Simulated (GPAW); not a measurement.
# CN in line between two Al chains: relaxation, then transmission at several levels

Aim: the conductance of CN in line between two Al chains after relaxation, and whether geometry, basis or functional moves it most.

Program: GPAW 26.7.0. Level of theory: GPAW LCAO, PAW setups; relaxation of the junction within the symmetry of its start, lead ends held, in the first sound run; inputs show where later runs differ. Results are calculated unless marked as measured.

**1. Set-up**

The cell holds 16 atoms: 14 Al, 1 C and 1 N. Cell: a = 9.000 Å, b = 9.000 Å, c = 35.867 Å, α = 90.0°, β = 90.0°, γ = 90.0°. Regions: left lead, 7 atoms (7 Al); channel, 2 atoms (1 C and 1 N); right lead, 7 atoms (7 Al). Vacuum lies along a and b. The structure is stacked along c, and the current runs across the ab planes.

**2. Relaxing the atoms**

Transmission follows bond lengths closely, so the atoms between the held lead ends are relaxed first, within whatever symmetry the start has.

run.py reads:

```python
import json
from ase import Atoms
from ase.constraints import FixAtoms
from ase.optimize import BFGS
from gpaw import GPAW, FermiDirac

device = Atoms(
    ['Al', 'Al', 'Al', 'Al', 'Al', 'Al', 'Al', 'C', 'N', 'Al', 'Al', 'Al', 'Al', 'Al', 'Al', 'Al'],
    positions=[
        [4.50000, 4.50000, 1.20000],
        [4.50000, 4.50000, 3.60000],
        [4.50000, 4.50000, 6.00000],
        [4.50000, 4.50000, 8.40000],
        [4.50000, 4.50000, 10.80000],
        [4.50000, 4.50000, 13.20000],
        [4.50000, 4.50000, 15.60000],
        [4.50000, 4.50000, 17.35540],
        [4.50000, 4.50000, 18.53540],
        [4.50000, 4.50000, 20.26670],
        [4.50000, 4.50000, 22.66670],
        [4.50000, 4.50000, 25.06670],
        [4.50000, 4.50000, 27.46670],
        [4.50000, 4.50000, 29.86670],
        [4.50000, 4.50000, 32.26670],
        [4.50000, 4.50000, 34.66670]],
    cell=[[9.0, 0.0, 0.0], [0.0, 9.0, 0.0], [0.0, 0.0, 35.8667]],
    pbc=True)

device.set_constraint(FixAtoms([0, 1, 2, 3, 4, 5, 10, 11, 12, 13, 14, 15]))
device.calc = GPAW(mode='lcao', basis='dzp', xc='PBE', h=0.18,
                   kpts={'size': (1, 1, 2), 'gamma': True},
                   symmetry={'tolerance': 1e-3, 'extra_ids': [1, 1, 1, 1, 1, 1, 0, 0, 0, 0, 1, 1, 1, 1, 1, 1]},
                   occupations=FermiDirac(0.1), maxiter=250,
                   mixer=dict(beta=0.1, nmaxold=8, weight=100.0),
                   convergence=dict(density=0.0001), txt='relax.txt')
path = []
opt = BFGS(device, maxstep=0.15)
opt.attach(lambda: path.append((device.get_potential_energy(), device.positions.tolist(), device.get_forces().tolist())))
relaxed = bool(opt.run(fmax=0.05, steps=50))
json.dump(dict(relaxed=relaxed, path=path, positions=device.positions.tolist(), moments=device.get_magnetic_moments().tolist(),
               forces=device.get_forces(apply_constraint=False).tolist()), open('result.json', 'w'))
```

Started as:

```console
OMP_NUM_THREADS=1 OPENBLAS_NUM_THREADS=1 python run.py
```

Output:

```text
Step          Energy          fmax
BFGS:    0      -40.042112        3.923939
BFGS:    1      -40.096027        4.483872
BFGS:    2      -40.272826        0.976894
BFGS:    3      -40.288425        0.244893
BFGS:    4      -40.289489        0.076974
BFGS:    5      -40.289706        0.059334
BFGS:    6      -40.290070        0.117660
BFGS:    7      -40.290528        0.127189
BFGS:    8      -40.290885        0.072293
BFGS:    9      -40.290960        0.017457
```

Elapsed: 9.9 min, on 1 thread of Arm Neoverse V1, shared host; peak memory 1.6 GiB.

Relaxation path:

```
step  energy less that of the first step (eV)  largest force (eV/Å)
   1                                   0.0000                3.9239
   2                                  -0.0545                4.4839
   3                                  -0.2317                0.9769
   4                                  -0.2472                0.2449
   5                                  -0.2483                0.0770
   6                                  -0.2485                0.0593
   7                                  -0.2488                0.1177
   8                                  -0.2493                0.1272
   9                                  -0.2496                0.0723
  10                                  -0.2496                0.0175
```

The atoms that moved most (Å):

```
atom     dx     dy      dz  length
Al10  0.000  0.000   0.080   0.080
 Al7  0.000  0.000  -0.075   0.075
  N9  0.000  0.000   0.051   0.051
  C8  0.000  0.000   0.007   0.007
```

The relaxation lowered the energy of the cell by 0.250 eV (energies extrapolated to zero smearing; the optimiser's log prints free energies). The largest force left on a free atom is 0.017 eV/Å.

**3. GPAW, dzp**

The script solves lead and junction separately, takes H and S in the orbital basis, and joins semi-infinite leads through their self-energies; the dzp basis is the working standard.

This step: GPAW LCAO, PAW setups; Landauer transmission from Green's functions with principal layers (ASE), zero bias (GPAW 26.7.0).

run.py reads:

```python
import json
import numpy as np
from ase import Atoms
from ase.transport.calculators import TransportCalculator
from gpaw import GPAW, FermiDirac
from gpaw.lcao.tools import get_lcao_hamiltonian
from scipy.linalg import eigh

# The junction with lead layers at both ends, along the third cell vector
device = Atoms(
    ['Al', 'Al', 'Al', 'Al', 'Al', 'Al', 'Al', 'C', 'N', 'Al', 'Al', 'Al', 'Al', 'Al', 'Al', 'Al'],
    positions=[
        [4.50000, 4.50000, 1.20000],
        [4.50000, 4.50000, 3.60000],
        [4.50000, 4.50000, 6.00000],
        [4.50000, 4.50000, 8.40000],
        [4.50000, 4.50000, 10.80000],
        [4.50000, 4.50000, 13.20000],
        [4.50000, 4.50000, 15.52509],
        [4.50000, 4.50000, 17.36211],
        [4.50000, 4.50000, 18.58643],
        [4.50000, 4.50000, 20.34714],
        [4.50000, 4.50000, 22.66670],
        [4.50000, 4.50000, 25.06670],
        [4.50000, 4.50000, 27.46670],
        [4.50000, 4.50000, 29.86670],
        [4.50000, 4.50000, 32.26670],
        [4.50000, 4.50000, 34.66670]],
    cell=[[9.0, 0.0, 0.0], [0.0, 9.0, 0.0], [0.0, 0.0, 35.8667]],
    pbc=True)

# One principal layer of the lead: the first 4 atoms of the device
lead = Atoms(
    ['Al', 'Al', 'Al', 'Al'],
    positions=[
        [4.50000, 4.50000, 1.20000],
        [4.50000, 4.50000, 3.60000],
        [4.50000, 4.50000, 6.00000],
        [4.50000, 4.50000, 8.40000]],
    cell=[[9.0, 0.0, 0.0], [0.0, 9.0, 0.0], [0.0, 0.0, 9.6]],
    pbc=True)

settings = dict(mode='lcao', basis='dzp', xc='PBE', h=0.18,
                occupations=FermiDirac(0.1), maxiter=250,
                mixer=dict(beta=0.1, nmaxold=8, weight=100.0),
                convergence=dict(density=0.0001))
energies = np.arange(-2, 2 + 1e-9, 0.025)
eta = 0.0001
n1, n2 = 1, 1
# k and -k transmit alike, so half of the mesh across the current serves
mesh = [(i, j) for i in range(n1) for j in range(n2) if (i, j) <= (-i % n1, -j % n2)]
weights = np.array([1 if (i, j) == (-i % n1, -j % n2) else 2 for i, j in mesh]) / (n1 * n2)


def ground_state(atoms, size, txt):
    atoms.calc = GPAW(kpts={'size': size, 'gamma': True}, symmetry={'tolerance': 1e-3}, txt=txt, **settings)
    atoms.get_potential_energy()
    return atoms.calc.get_fermi_level()


def blocks(atoms, fermi, points, nz, cells):
    """H - E_F S and S between cell 0 and the cells above it, at each point across the current."""
    kz = np.arange(nz) / nz
    calc = atoms.calc.fixed_density(kpts=[(*k, z) for k in points for z in kz], symmetry='off', txt=None)
    H, S = get_lcao_hamiltonian(calc)
    H = (H - fermi * S).reshape(len(H), len(points), nz, *S.shape[1:])
    S = S.reshape(H.shape[1:])
    phases = [np.exp(-2j * np.pi * kz * R) / nz for R in cells]
    return [(np.einsum('skzij,z->ksij', H, p), np.einsum('kzij,z->kij', S, p)) for p in phases]


def pair(a, b):
    return np.block([[a, b], [b.T.conj(), a]])


def count_channels(h, s, cells, nk=240):
    """Half the number of times that the lead's bands cross each energy, unfolded to its shortest repeat."""
    b = len(h) // cells
    bands = []
    for k in (np.arange(nk + 1) + 0.5) / nk:
        hk, sk = h[:b, :b].copy(), s[:b, :b].copy()
        for R in range(1, cells):
            phase, block = np.exp(2j * np.pi * k * R), slice(R * b, (R + 1) * b)
            hk += h[:b, block] * phase + (h[:b, block] * phase).T.conj()
            sk += s[:b, block] * phase + (s[:b, block] * phase).T.conj()
        w, u = eigh(sk)
        x = u[:, w > 1e-5] / w[w > 1e-5]**0.5  # drop near-dependent combinations
        bands.append(np.r_[eigh(x.T.conj() @ hk @ x, eigvals_only=True), [1e9] * (w <= 1e-5).sum()])
    below = np.array(bands)[:, :, None] < energies
    return (below[1:] != below[:-1]).sum((0, 1)) / 2


fermi_lead = ground_state(lead, (1, 1, 12), 'lead.txt')
fermi_device = ground_state(device, (1, 1, 2), 'device.txt')
T, channels, eigen, tail, misfit, shifts = [], [], [], 0.0, 0.0, []
for first in range(0, len(mesh), 434):
    points = [(i / n1, j / n2) for i, j in mesh[first:first + 434]]
    (H0k, S0k), (H1k, S1k), (H2k, _) = blocks(lead, fermi_lead, points, 5, range(3))
    [(Hk, Sk)] = blocks(device, fermi_device, points, 2, [0])
    tail = max(tail, abs(H2k).max())
    for H0, S0, H1, S1, H, S in zip(H0k, S0k, H1k, S1k, Hk, Sk):
        n = len(S0)
        # Shift the lead onto the potential of the device's first layer
        shift = ((H[:, 0, 0] - H0[:, 0, 0]) / S0[0, 0]).real.mean()
        shifts.append(shift)
        misfit = max(misfit, abs(H[:, :n, :n] - H0 - shift * S0).max())
        Tk, Ck, Ek = [], [], []
        for s in range(len(H)):
            t = s % len(H0)  # a lead without moments serves both spins
            h1, s1 = pair(H0[t] + shift * S0, H1[t] + shift * S1), pair(S0, S1)
            leads = dict(h1=h1, s1=s1, energies=energies, eta=eta, eta1=eta, eta2=eta)
            calc = TransportCalculator(h=H[s], s=S, eigenchannels=3, **leads)
            Tk.append(calc.get_transmission())
            Ek.append(np.sort(calc.eigenchannels_ne, axis=0)[::-1])
            Ck.append(count_channels(h1, s1, 8))
        T.append(Tk)
        channels.append(Ck)
        eigen.append(Ek)
T, channels = np.array(T), np.array(channels)
mean, open_channels = np.einsum('kse,k->se', T, weights), np.einsum('kse,k->se', channels, weights)

print(f'basis functions: device {len(S)}, principal layer {n}')
print(f'Fermi level: lead {fermi_lead:.4f} eV, device {fermi_device:.4f} eV; lead shifted by {np.mean(shifts):.4f} eV')
print(f'largest coupling past the next layer {tail:.2e} eV, largest misfit of the first layer {misfit:.3f} eV')
print('  E-E_F (eV)   ' + 'T (one spin)  channels')
for e, t, c in zip(energies, mean.T, open_channels.T):
    print(f'{e:10.3f}  ', *[f'{x:11.4e}' for x in t], *[f'{x:9.4f}' for x in c])

kT = 8.617333e-5 * 300
fine = np.linspace(energies[0], energies[-1], 4001)
both = np.exp(np.interp(fine, energies, np.log(np.maximum(mean.sum(0) * 2 / len(mean), 1e-30))))
fermi = lambda mu: 1 / (1 + np.exp(np.clip((fine - mu) / kT, -200, 200)))
slope = fermi(0) * (1 - fermi(0)) / kT
G = np.trapezoid(both * slope, fine) / 2
seebeck = -np.trapezoid(both * slope * fine, fine) / (2 * G * 300) * 1e6
print(f'conductance at 300 K: {G:.5g} G0 a cell; thermopower {seebeck:.4g} uV/K')
bias = [0.1, 0.2, 0.5, 1.0, 1.5, 2.0]
current = [38.74 * np.trapezoid(both * (fermi(V / 2) - fermi(-V / 2)), fine) for V in bias]
for V, I in zip(bias, current):
    print(f'current from the zero-bias T(E) at {V} V: {I:.5g} uA')
zero = abs(energies).argmin()
json.dump(dict(energies=energies.tolist(), T=mean.tolist(), channels=open_channels.tolist(), G=G, seebeck=seebeck,
               bias=bias, current=current, tail=tail, misfit=misfit, shift=np.mean(shifts), n_device=len(S), n_lead=n,
               fermi=[fermi_lead, fermi_device], energy=device.get_potential_energy(),
               moments=device.get_magnetic_moments().tolist(), mesh=mesh, weights=weights.tolist(),
               T_k=T[:, :, zero].tolist(), eigen=np.array(eigen[0]).tolist()), open('result.json', 'w'))
```

Output:

```text
basis functions: device 208, principal layer 52
Fermi level: lead -3.1259 eV, device -3.1057 eV; lead shifted by -0.0044 eV
largest coupling past the next layer 2.45e-15 eV, largest misfit of the first layer 0.014 eV
  E-E_F (eV)   T (one spin)  channels
    -2.000    1.0485e-02    1.0000
    -1.975    1.0184e-02    1.0000
    -1.950    9.8798e-03    1.0000
    -1.925    9.5709e-03    1.0000
    -1.900    9.2576e-03    1.0000
    -1.875    8.9398e-03    1.0000
    -1.850    8.6174e-03    1.0000
    -1.825    8.2902e-03    1.0000
    -1.800    7.9580e-03    1.0000
    -1.775    7.6208e-03    1.0000
    -1.750    7.2784e-03    1.0000
    -1.725    6.9305e-03    1.0000
    -1.700    6.5770e-03    1.0000
    -1.675    6.2178e-03    1.0000
    -1.650    5.8525e-03    1.0000
    -1.625    5.4810e-03    1.0000
[...]
1.825    1.6984e+00    3.0000
     1.850    1.6897e+00    3.0000
     1.875    1.6811e+00    3.0000
     1.900    1.6726e+00    3.0000
     1.925    1.6642e+00    3.0000
     1.950    1.6559e+00    3.0000
     1.975    1.6478e+00    3.0000
     2.000    1.6397e+00    3.0000
conductance at 300 K: 1.9529 G0 a cell; thermopower 0.5812 uV/K
current from the zero-bias T(E) at 0.1 V: 15.129 uA
current from the zero-bias T(E) at 0.2 V: 30.243 uA
current from the zero-bias T(E) at 0.5 V: 75.384 uA
current from the zero-bias T(E) at 1.0 V: 131.57 uA
current from the zero-bias T(E) at 1.5 V: 167.27 uA
current from the zero-bias T(E) at 2.0 V: 204.32 uA
```

The job ended after 2.3 min (1 thread; peak memory 1.7 GiB).

This step gave:

```
conductance                                             : 1.953 G₀
largest coupling past the next principal layer          : 2.45e-15 eV
largest misfit of the first principal layer             : 0.01365 eV
shift that aligns the lead                              : -0.004368 eV
basis functions of the junction                         : 208
basis functions of a principal layer                    : 52
transmission at the Fermi level (one spin)              : 1.954
open channels of the lead at the Fermi level (one spin) : 2
```

One spin. Table of transmission, zone mean by energy, zero at the Fermi level:

energy (eV), transmission, zone mean and a bar:
```
   -2.000       0.01 
   -1.900       0.01 
   -1.800       0.01 
   -1.700       0.01 
   -1.600       0.01 
   -1.500       0.00 
   -1.400       0.00 
   -1.300       0.00 
   -1.200       0.00 
   -1.100       0.00 
   -1.000       0.00 
   -0.900       0.00 
   -0.800       0.00 
   -0.700       0.00 
   -0.600       0.00 
   -0.500       0.00 
   -0.400       0.27 ####
   -0.300       1.98 ############################
   -0.200       1.97 ############################
   -0.100       1.97 ############################
    0.000       1.95 ############################
    0.100       1.93 ############################
    0.200       1.91 ###########################
    0.300       1.89 ###########################
    0.400       1.87 ###########################
    0.500       1.85 ##########################
    0.600       1.84 ##########################
    0.700       1.83 ##########################
    0.800       1.83 ##########################
    0.900       1.82 ##########################
    0.950       2.10 ##############################
    1.000       2.06 #############################
    1.100       2.00 #############################
    1.200       1.95 ############################
    1.300       1.90 ###########################
    1.400       1.86 ###########################
    1.500       1.82 ##########################
    1.600       1.78 #########################
    1.700       1.74 #########################
    1.800       1.71 ########################
    1.900       1.67 ########################
    2.000       1.64 #######################
```

Crossings of the lead's bands, unfolded to its shortest repeat. The open channels, zone mean by energy, zero at the Fermi level:

energy (eV), open channels, zone mean and a bar:
```
   -2.000       1.00 ##########
   -1.900       1.00 ##########
   -1.800       1.00 ##########
   -1.700       1.00 ##########
   -1.600       1.00 ##########
   -1.500       1.00 ##########
   -1.400       1.00 ##########
   -1.300       0.00 
   -1.200       0.00 
   -1.100       0.00 
   -1.000       0.00 
   -0.900       0.00 
   -0.800       0.00 
   -0.700       0.00 
   -0.600       0.00 
   -0.500       0.00 
   -0.400       2.00 ####################
   -0.300       2.00 ####################
   -0.200       2.00 ####################
   -0.100       2.00 ####################
    0.000       2.00 ####################
    0.100       2.00 ####################
    0.200       2.00 ####################
    0.300       2.00 ####################
    0.400       2.00 ####################
    0.500       2.00 ####################
    0.600       2.00 ####################
    0.700       2.00 ####################
    0.800       2.00 ####################
    0.900       2.00 ####################
    1.000       3.00 ##############################
    1.100       3.00 ##############################
    1.200       3.00 ##############################
    1.300       3.00 ##############################
    1.400       3.00 ##############################
    1.500       3.00 ##############################
    1.600       3.00 ##############################
    1.700       3.00 ##############################
    1.800       3.00 ##############################
    1.900       3.00 ##############################
    2.000       3.00 ##############################
```

Not self-consistent under bias; the bias window is split evenly. Table of current through one cell, from the zero-bias transmission by bias:

```
bias (V)  current through one cell, from the zero-bias transmission (μA)
   0.100                                                            15.1
   0.200                                                            30.2
   0.500                                                            75.4
   1.000                                                             132
   1.500                                                             167
   2.000                                                             204
```

The transmission of the three most open eigenchannels by energy, zero at the Fermi level:

```
energy (eV)  channel 1  channel 2  channel 3
     -2.000     0.0105    1.5e-12          0
     -1.900    0.00926    1.5e-12          0
     -1.800    0.00796    1.4e-12          0
     -1.700    0.00658    1.4e-12          0
     -1.600    0.00510    1.4e-12          0
     -1.500    0.00352    1.4e-12          0
     -1.400    0.00181    1.4e-12          0
     -1.300     1.4e-8    1.3e-12          0
     -1.200    1.4e-11    1.3e-12          0
     -1.100    2.1e-12    1.3e-12          0
     -1.000    1.3e-12          0          0
     -0.900    1.3e-12          0          0
     -0.800    1.2e-12          0          0
     -0.700    1.2e-12          0          0
     -0.600    1.2e-12          0          0
     -0.500    1.3e-11    1.3e-11    1.2e-12
     -0.400      0.135      0.135    1.1e-12
     -0.300      0.989      0.989    1.1e-12
     -0.200      0.986      0.986    1.1e-12
     -0.100      0.983      0.983    1.1e-12
      0.000      0.977      0.977    1.1e-12
      0.100      0.967      0.967    1.0e-12
      0.200      0.955      0.955    1.0e-12
      0.300      0.943      0.943    1.0e-12
      0.400      0.934      0.934          0
      0.500      0.926      0.926    2.2e-12
      0.600      0.921      0.921    7.3e-12
      0.700      0.917      0.917    3.7e-11
      0.800      0.913      0.913    4.6e-10
      0.900      0.908      0.908     2.2e-7
      1.000      0.901      0.901      0.259
      1.100      0.893      0.893      0.215
      1.200      0.882      0.882      0.185
      1.300      0.869      0.869      0.164
      1.400      0.856      0.856      0.149
      1.500      0.842      0.842      0.136
      1.600      0.827      0.827      0.127
      1.700      0.813      0.813      0.118
      1.800      0.798      0.798      0.111
      1.900      0.784      0.784      0.105
      2.000      0.770      0.770     0.0998
```

Couplings past the next layer reach 2.4e-15 eV, small enough to drop; the matrix elements of the cell's first layer differ from the bulk lead's by up to 0.014 eV. That layer keeps its own values in the calculation, and only beyond it is the lead taken as perfect. The Fermi levels of lead and junction count from different zeros of potential, one for each periodic cell; with both set to zero, the small remaining shift is what aligns them. By hand: G = 1.953 × 77.48 μS = 151 μS, a resistance of 6.61 kΩ; at 0.1 V a linear junction would pass 15.1 μA, and the integral over the bias window gives 15.1 μA.

[end of part 1 of 4]

[Logs are printed without paths, hosts, clocks, repeated set-up lines and the standing remarks that a program may print on its own settings, such as how far it seeks lower states.]

[Hosts, paths, dates, database ids (printed as entryN), source tags and the programs' standing remarks are cut or masked in the printed files.]
